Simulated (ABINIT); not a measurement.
Planning a run of ABINIT 10.8.3 on Al2O3 (Corundum). The input:

```
acell 3*1.0 Angstrom
rprim 
  2.380249999995 1.374237978213 4.331866666707
  -2.380249999995 1.374237978213 4.331866666707
  -0.000000000000 -2.748475956495 4.331866666685
ntypat 2
znucl 13 8
natom 10
typat 1 1 1 1 2 2 2 2 2 2
xred 
  0.352160000000 0.352160000000 0.352160000000
  0.147840000000 0.147840000000 0.147840000000
  0.647840000000 0.647840000000 0.647840000000
  0.852160000000 0.852160000000 0.852160000000
  0.556680000000 0.943320000000 0.250000000000
  0.250000000000 0.556680000000 0.943320000000
  0.943320000000 0.250000000000 0.556680000000
  0.443320000000 0.056680000000 0.750000000000
  0.750000000000 0.443320000000 0.056680000000
  0.056680000000 0.750000000000 0.443320000000
pp_dirpath "pseudos"
pseudos "Al.upf, O.upf"
ecut 36
ngkpt 2 2 2
nshiftk 1
shiftk 0 0 0
kptopt 1
chksymbreak 0
istwfk *1
occopt 1
irdwfk 1
optdriver 3
nband 156
ecuteps 3.9
inclvkb 2
awtr 1
symchi 1
gwcalctyp 2
nfreqre 16
freqremax 40 eV
nfreqim 8
spmeth 1
nomegasf 120
indata_prefix "in"
outdata_prefix "out"
tmpdata_prefix "tmp"
```

```sh
OMP_NUM_THREADS=1 mpirun -n 4 abinit run.abi > log
```

Question: Estimate wall time and host memory on 4 MPI ranks of Arm Neoverse V1, shared host.

It took 39 s; on shared hardware allow 20 s to 79 s. Peak host memory was 1.4 GiB.

[Paths, hosts, dates, memory and timing lines, banners, echoed tables and standing remarks are left out of the program output.]

[Logs are printed without paths, hosts, clocks, repeated set-up lines and the standing remarks that a program may print on its own settings, such as how far it seeks lower states.]

[Runs of the session that timed out or met a known fault of the program may be left out.]

[No measured gap is set beside runs whose start may be inverted or whose files or cutoffs have a known fault.]

[Hosts, paths, dates, database ids (printed as entryN), source tags and the programs' standing remarks are cut or masked in the printed files.]

[G0W0 gaps are taken among the corrected bands and points alone; a level outside them can change the order at an edge.]

[Where Ansatz stands beside ABINIT at settings called matched, ABINIT's density can come from a denser mesh and the files from another edition; pairs whose starting gaps differed by over 0.03 eV were left out, so agreement reads better than it is.]
